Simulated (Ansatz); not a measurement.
# Lattice dynamics of LiH (Fm-3m)

The cell of LiH (Fm-3m) is at rest. What are its phonons? After the zone centre comes a 4×4×4 q mesh on a 12×12×12 k mesh.

Method: DFT PBE, scalar-relativistic, plane waves, PAW, in Ansatz 0.2.0.

The database entry behind the starting cell differs from later determinations by our own check (the deuteride, about 0.2 % short), so it need not match the best structure at ambient conditions.

### Step 1. The starting structure

The structure is cubic, space group Fm-3m (No. 225). The conventional cell has a = 4.007 Å, b = 4.007 Å, c = 4.007 Å, α = 90.00°, β = 90.00°, γ = 90.00°. Nearest to Li lie 6 H at 2.00 Å. Nearest to H lie 6 Li at 2.00 Å. Farther neighbours are not listed.

Structure file:

```cif
data_structure
_symmetry_space_group_name_H-M 'P 1'
_symmetry_Int_Tables_number 1
_cell_length_a 2.8332
_cell_length_b 2.8332
_cell_length_c 2.8332
_cell_angle_alpha 60.000
_cell_angle_beta 60.000
_cell_angle_gamma 60.000
_cell_volume 16.08
loop_
_atom_site_label
_atom_site_type_symbol
_atom_site_fract_x
_atom_site_fract_y
_atom_site_fract_z
_atom_site_occupancy
Li1 Li 0.00000 0.00000 0.00000 1
H2 H 0.50000 0.50000 0.50000 1
```

### Step 2. Modes at Γ

The cell comes from relaxations at this level that are not shown. The zone centre comes first: it holds the modes that light can see, as far as symmetry allows. The response to a homogeneous field gives the Born charges and the dielectric tensor.

File input.yaml:

```yaml
crystal:
  lattice:
    - [0.0, 2.0033987323, 2.0033987323]
    - [2.0033987323, 0.0, 2.0033987323]
    - [2.0033987323, 2.0033987323, 0.0]
  atoms:
    - { symbol: Li, position: [0.0, 0.0, 0.0] }
    - { symbol: H, position: [0.5, 0.5, 0.5] }
kpoints:
  mp_grid: { grid: [12, 12, 12] }
hamiltonian:
  xc: pbe
scf:
  occupations: { method: fixed }
output:
  eigenvalues: true
phonons:
  method: dfpt
  dielectric: true
  rigid_motions: translations
```

Started as:

```bash
> ansatz run input.yaml --threads 4 --pin off --max-ram 7168MiB --backend cpu --events-out ev --progress --plain --runs-dir out
```

Numbers of over 12 decimals in the logs are rounded to 6 here.

What it wrote:

```text
Engine: ansatz 0.2.0, aarch64-unknown-linux-gnu
Pseudopotentials: kind: paw
Pseudopotential: Li, paw, valence charge 3, recommended cutoff 420 eV (normal), Li.paw.azcp
Pseudopotential: H, paw, valence charge 1, recommended cutoff 420 eV (normal), H.paw.azcp
Functional definition: PBE
  parameter kappa = 0.804
  parameter beta = 0.066725
  exchange = pbe_x(kappa = kappa, mu = beta*pi^2/3)
  correlation = pbe_c(beta = beta)
Crystal: 2 atoms, lattice volume = 16.082 Å³
Basis set: ecut = 420 eV, 331 PW (Γ), exchange–correlation on 40×40×40 points (8 copies of the dense FFT grid, shifted against one another)
Bands: 6, of which v1, the nominal top of the filled ones, is band 2 counted from 1 (1 counted from 0)
Symmetry: 48 space group operations
k-points: 163 of 1728 (irreducible under 8 space group operations, time reversal used)
Non-local potential: Li, projectors of the file, l = 0: 3, l = 1: 2, l = 2: 1
Non-local potential: H, projectors of the file, l = 0: 2, l = 1: 1
PAW form: soft (Blöchl's): semilocal exchange-correlation on the pseudo side does not see the compensation charge
PAW one-centre angular grid: Li, 110 points (default); XC on 64 Gauss nodes
PAW one-centre angular grid: H, 110 points (default); XC on 64 Gauss nodes
Initial density: superposition of atomic densities (neutral atoms: chi_scale 0, normalization atom), corrected by the library's trained network
Initial wavefunctions: pseudopotential atomic-orbital guess
Functional: x = pbe(κ = 0.804, μ = 0.219515), c = pbe(β = 0.066725)
SCF iter   1: F=—  HF=-221.391696 eV  |F-HF|=—  |Δ(HF+E_count)|=         —  Δρ=9.36e-4  dr2=6.49e-5  ethr=1.77e-3  ⟨swp⟩=3.6  Hψ=6795  notcnv=0  defer=293
preconditioner: auto → none  [insulator: Δε(μ)=2.971 eV  Ē_g=14.137 eV  n_scr=0 (ndim 8)  ℏωp=13.1 eV  f_vac=0.000  ε∞_Penn≈1.9]
SCF iter   2: F=—  HF=-221.391737 eV  |F-HF|=—  |Δ(HF+E_count)|=   4.15e-5  Δρ=4.18e-4  dr2=1.19e-5  ethr=1.62e-6  ⟨swp⟩=2.0  Hψ=2613  notcnv=0  defer=311
SCF iter   3: F=—  HF=-221.391760 eV  |F-HF|=—  |Δ(HF+E_count)|=   2.33e-5  Δρ=5.52e-5  dr2=3.97e-7  ethr=2.97e-7  ⟨swp⟩=2.0  Hψ=1468  notcnv=0  defer=274
SCF iter   4: F=—  HF=-221.391760 eV  |F-HF|=—  |Δ(HF+E_count)|=   2.64e-7  Δρ=1.63e-5  dr2=3.36e-8  ethr=9.92e-9  ⟨swp⟩=2.0  Hψ=1141  notcnv=0
iter 5 did not close the SCF: its close was put off for the readings that it lacked (scf_convergence_deferred on its scf_iter line)
SCF iter   5: F=-221.391760 eV  HF=-221.391760 eV  |F-HF|=2.05e-12  |Δ(HF+E_count)|=   1.33e-8  Δρ=8.94e-7  dr2=6.43e-11  ethr=8.39e-10  ⟨swp⟩=1.4  Hψ=1041  notcnv=0
SCF iter   6: F=-221.391760 eV  HF=-221.391760 eV  |F-HF|=4.55e-13  |Δ(HF+E_count)|=  2.42e-11  Δρ=6.47e-8  dr2=2.51e-13  ethr=1.61e-12  ⟨swp⟩=4.0  Hψ=5176  notcnv=0
SCF 1 converged in 6 iterations: F = -221.391760 eV  dr2 = 2.51e-13
  greatest PAW one-centre occupation: 1.000 electrons in one spin orbital (limit 2), on the Li atom at site 0 (counted from 0), in its partial waves of l = 0
NSCF: frozen V_eff on 1 k-points
DFPT response loops at Γ: preconditioner auto → none (the input reference at scf.mixing.eps_inf says where Resta's filter doesn't serve); β = 0.50; Broyden in place of MSR1
── the response to a field inside a basis, on 12×12×12 k-points: an SCF that follows is theirs, and a resumed run solves both again ──
Bands: 3, of which v1, the nominal top of the filled ones, is band 2 counted from 1 (1 counted from 0)
k-points: 182 of 1728 (irreducible under 12 space group operations)
Initial density: handed on by an earlier stage of this run
Initial wavefunctions: pseudopotential atomic-orbital guess (no wavefunctions were taken with the density)
Eigensolver: Dense (182 Hₖ)
SCF iter   1: F=—  HF=-221.392235 eV  |F-HF|=—  |Δ(HF+E_count)|=         —  Δρ=2.80e-4  dr2=1.67e-6  ethr=1.00e-1
preconditioner: auto → none  [insulator: Δε(μ)=3.257 eV  Ē_g=9.100 eV  n_scr=0 (ndim 8)  ℏωp=13.1 eV  f_vac=0.000  ε∞_Penn≈3.1]
SCF iter   2: F=—  HF=-221.392239 eV  |F-HF|=—  |Δ(HF+E_count)|=   3.77e-6  Δρ=1.41e-4  dr2=3.96e-7  ethr=4.17e-8
SCF iter   3: F=-221.392240 eV  HF=-221.392240 eV  |F-HF|=4.96e-9  |Δ(HF+E_count)|=   1.46e-6  Δρ=7.86e-6  dr2=1.27e-9  ethr=9.90e-9
SCF 1 converged in 3 iterations: F = -221.392240 eV  dr2 = 1.27e-9
DFPT response loops at Γ: mixed as the last ones told, above
SCF converged after 6 iterations
Free energy (F): -221.391760 eV
Harris-Foulkes:  -221.391760 eV  (|F-HF|=4.55e-13)
Internal energy: -221.391760 eV  (E = F + TS)
E sigma→0 (E₀):  -221.391760 eV
Fermi energy:    0.742861 eV
--- Per-component energies (eV) ---
  E_band       = -90.158464
  E_kinetic    = 36.000986
  E_local      = -124.553595  (includes V_loc(G=0)·N_el)
  E_nonlocal   = -31.729206
  E_hartree    = 34.807185
  E_xc         = -20.230572
  E_vxc        = -26.118137  (∫ρ·V_xc dr)
  E_paw        = -21.551049  (= ΣΔE_a)
  E_vpaw       = -13.371714  (= ΣTr[D̂ρ^β])
  E_aug_tail   = -0.001166  (compensation charges beyond the density's cutoff)
  E_ewald      = -94.134342
  E_smearing   = -0.000000  (= −TS)
  E_closure    = 0.000000  (closes the sum)
  Σ components = -221.391760   (vs F -221.391760, Δ=0.00e0)
--- Band table (eV; the first three rows and the last of 163) ---
  k-point 0: bands = ["-43.5244", "-4.7028", "16.8486", "18.6377", "18.6377", "18.6377"]
  k-point 1: bands = ["-43.5213", "-4.5795", "15.8107", "17.8752", "18.3525", "18.3525"]
  k-point 2: bands = ["-43.5128", "-4.2159", "13.2407", "16.7849", "17.8177", "17.8177"]
  k-point 162: bands = ["-43.4635", "0.5135", "6.0158", "6.0158", "12.5379", "18.3930"]
--- Phonons (Γ-DFPT): 2 representative perturbations + reference, on 163 of 1728 k-points (Σ response iterations 7) ---
  k mesh reduced under 8 symmetry operations, with k and −k counted as one. Each operation leaves every solved perturbation unchanged. A smaller set is not considered because the run solves the response to a homogeneous field
  ASR residual: 2.973e-5 → 0.000e0 eV/Å²; symmetrization residual: 1.911e-7 eV/Å²
  ASR residual per site (eV/Å²): 8.04e-6 2.97e-5
  Γ frequencies (cm⁻¹): 0.00 0.00 0.00 585.18 585.18 585.18
  ε∞ (high-frequency dielectric tensor):
        4.379643    -0.000000     0.000000
       -0.000000     4.379643    -0.000000
        0.000000    -0.000000     4.379643
  ε⁰ (static dielectric tensor: ions relaxed, cell fixed):
       14.922653    -0.000000     0.000000
       -0.000000    14.922653    -0.000000
        0.000000    -0.000000    14.922653
  ε⁰ − ε∞ (ionic part):
       10.543011    -0.000000     0.000000
       -0.000000    10.543011    -0.000000
        0.000000    -0.000000    10.543011
  softest optical mode at Γ: 585.18 cm⁻¹; the repairs (sum rule, projections) moved no ω² at Γ by more than (2.89 cm⁻¹)²
  Born effective charges Z* (e; rows j = field, columns β = displacement):
    site 0:
         1.01907    0.00000   -0.00000
        -0.00000    1.01907   -0.00000
         0.00000    0.00000    1.01907
    site 1:
        -1.01907   -0.00000    0.00000
         0.00000   -1.01907    0.00000
        -0.00000   -0.00000   -1.01907
  Z* charge neutrality: 1.535e-4 e pre-enforcement
  solved inside a basis spanned on kpoints, on 12×12×12 k-points, its susceptibility summed on 16×16×16: ε∞ is read to err by 1.1e-2, Z* by 5.4e-3 e (field_mesh: kpoints solves on kpoints); Z* is corrected for what the basis lacks
  optical modes at Γ without the LO–TO term, one row a degenerate level:
      ω (cm⁻¹)  modes    IR ((D/Å)²/amu)
        585.18      3            81.6645
  optical modes at Γ + LO–TO along q̂ = [1.0000, 0.0000, 0.0000]:
      ω (cm⁻¹)  modes    IR ((D/Å)²/amu)
        585.18      2            54.4430
       1080.17      1            27.2215
  optical modes at Γ + LO–TO along q̂ = [0.0000, 1.0000, 0.0000]:
      ω (cm⁻¹)  modes    IR ((D/Å)²/amu)
        585.18      2            54.4430
       1080.17      1            27.2215
  optical modes at Γ + LO–TO along q̂ = [0.0000, 0.0000, 1.0000]:
      ω (cm⁻¹)  modes    IR ((D/Å)²/amu)
        585.18      2            54.4430
       1080.17      1            27.2215
```

Wall time 5.2 s (4 threads of Arm Neoverse V1, shared host); peak memory 0.38 GiB.

This step gave:

```
gap on the k-mesh                                       : 2.984 eV
volume per atom                                         : 8.041 Å³
sum-rule residual before enforcement                    : 2.97e-5 eV/Å²
miss of the charge sum rule                             : 1.54e-4 e
estimated error of the dielectric tensor                : 0.01121
estimated error of the Born charges                     : 0.005409 e
point group                                             : m-3m
highest optical mode at the zone centre (no LO-TO term) : 585.2 cm⁻¹
lowest optical zone-centre mode                         : 585.2 cm⁻¹
mean high-frequency dielectric constant                 : 4.380
largest Born charge (third of the trace)                : 1.019 e
mean static dielectric constant                         : 14.92
top of the zone-centre spectrum with the field          : 1080 cm⁻¹
```

Without the LO-TO term. Patterns of degenerate modes are one choice out of their space. Modes at Γ, with each element's share of the kinetic energy:

```csv
mode,frequency (cm⁻¹),symmetry,Li %,H %
1,0.0,acoustic,87,13
2,0.0,acoustic,87,13
3,0.0,acoustic,87,13
4,585.2,T1u,13,87
5,585.2,T1u,13,87
6,585.2,T1u,13,87
```

Displacements in mode 6 (585.2 cm⁻¹), the largest set to 1:
```
Li1  0.00  0.00 -0.15
H2   0.00  0.00  1.00
```

Optical modes at the zone centre, without and with the macroscopic field of the longitudinal modes; each column is sorted by frequency, so a row need not hold one and the same mode. Modes with and without the field, by row:

```
rank among optical modes  no field (cm⁻¹)  q along (1, 0, 0) (cm⁻¹)
                       1            585.2                     585.2
                       2            585.2                     585.2
                       3            585.2                      1080
```

Born charge (rows field, columns displacement) (e), principal values of the symmetric part by kind of site:

```csv
atom,atoms with these values,low,middle,high,mean
Li1,1,1.02,1.02,1.02,1.02
H2,1,-1.02,-1.02,-1.02,-1.02
```

In full for Li1:

```
1.02 0.00 0.00
0.00 1.02 0.00
0.00 0.00 1.02
```

High-frequency dielectric tensor:

```
4.38 0.00 0.00
0.00 4.38 0.00
0.00 0.00 4.38
```

Static dielectric tensor (ions relaxed, fixed cell):

```
14.92  0.00  0.00
 0.00 14.92  0.00
 0.00  0.00 14.92
```

Transverse modes. Infrared lines, with heights relative to the strongest:

```csv
position (cm⁻¹),label,relative intensity
585,T1u,100
```

Before it was imposed, the acoustic sum rule was missed by 3.0e-5 eV/Å² and the charge sum rule by 1.5e-4 e. Small misses are needed for a sound result but don't prove that mesh and cutoff are converged. The lowest optical mode is real, 585 cm⁻¹.

[end of part 1 of 2]

[Logs are printed without paths, hosts, clocks, repeated set-up lines and the standing remarks that a program may print on its own settings, such as how far it seeks lower states.]

[Hosts, paths, dates, database ids (printed as entryN), source tags and the programs' standing remarks are cut or masked in the printed files.]
